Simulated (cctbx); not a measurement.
# Which space group?

Cell: a = 3.8630 Å, b = 17.9380 Å, c = 10.5500 Å, α = 90.00°, β = 90.00°, γ = 90.00°. Expected content of the cell: Tm8 Er4 Sn4 Ga20 B8.

The data are simulated with cctbx, not measured: Mo Kα, λ = 0.71073 Å, to d = 0.65 Å, 50 % of the full sphere, strongest reflection 20000 counts, noise from counting, a 4 % proportional error and a noise floor of 2 counts (s.d.); no absorption, some extinction.

A first pass over the reflections prints:

```text
5550 reflections to d = 0.650 A
centring   violations  <I/sigma> of those
    A       1182 of  2810      5.7
    B       1182 of  2740      5.9
    C          0 of  2736      0.0
    I       1203 of  2761      6.4
    R       1607 of  3697      6.2
    F       1182 of  4143      3.9
Laue class    unique    Rint  (classes that these axes allow; Friedel mates merged)
C 1 2/m 1        1324   0.035
C 2/m 1 1        1382   0.034
C m m m           808   0.038
space group    extra absences  I>4sigma  <I/sigma>
C 2 2 21                6          0      -0.2  acentric
C 2 2 2                 0          0         -  acentric
C m m 2                 0          0         -  acentric
C m c 21               34          0       0.1  acentric
C 2 m m                 0          0         -  acentric
C m 2 m                 0          0         -  acentric
C 2 c m                34          0       0.1  acentric
C m c m                34          0       0.1  centric
C m m m                 0          0         -  centric
Wilson B = 0.32 A^2   <|E^2-1|> = 0.824 (0.968 centric, 0.736 acentric)   E^2>4: 2.5 %
shell (A)         n   <I/sigma>
10.55 - 1.30    117     24.3
 1.30 - 1.03    108     22.9
 1.03 - 0.90    107     21.1
 0.90 - 0.82     87     20.5
 0.82 - 0.76    100     17.8
 0.76 - 0.72     99     19.0
 0.72 - 0.68    102     16.7
 0.68 - 0.65     88     19.7
```

**Question.** What are the lattice type, the Laue class and the likely space group?

The reflections that C centring forbids are absent (⟨I/σ⟩ near 0), so the lattice is C.

Rint stays low (0.034 to 0.038) up to C m m m, the highest class in these axes.

9 settings pass the absence test. The most absences obeyed, 34, belong to C m c 21, C 2 c m and C m c m, which absences can't tell apart.

⟨|E²−1|⟩ = 0.824 lies between the two ideal values. The Wilson B of 0.32 Å² means U ≈ 0.0041 Å².

The true group is Cmcm (no. 63), Laue class mmm, centrosymmetric. The tables only narrow the choice to the tied entries; cell content, site symmetry and trial solutions must settle it.

This is a model crystal, built by substitution and not relaxed, with assumed displacement parameters.

[Logs are printed without paths, hosts, clocks, repeated set-up lines and the standing remarks that a program may print on its own settings, such as how far it seeks lower states.]
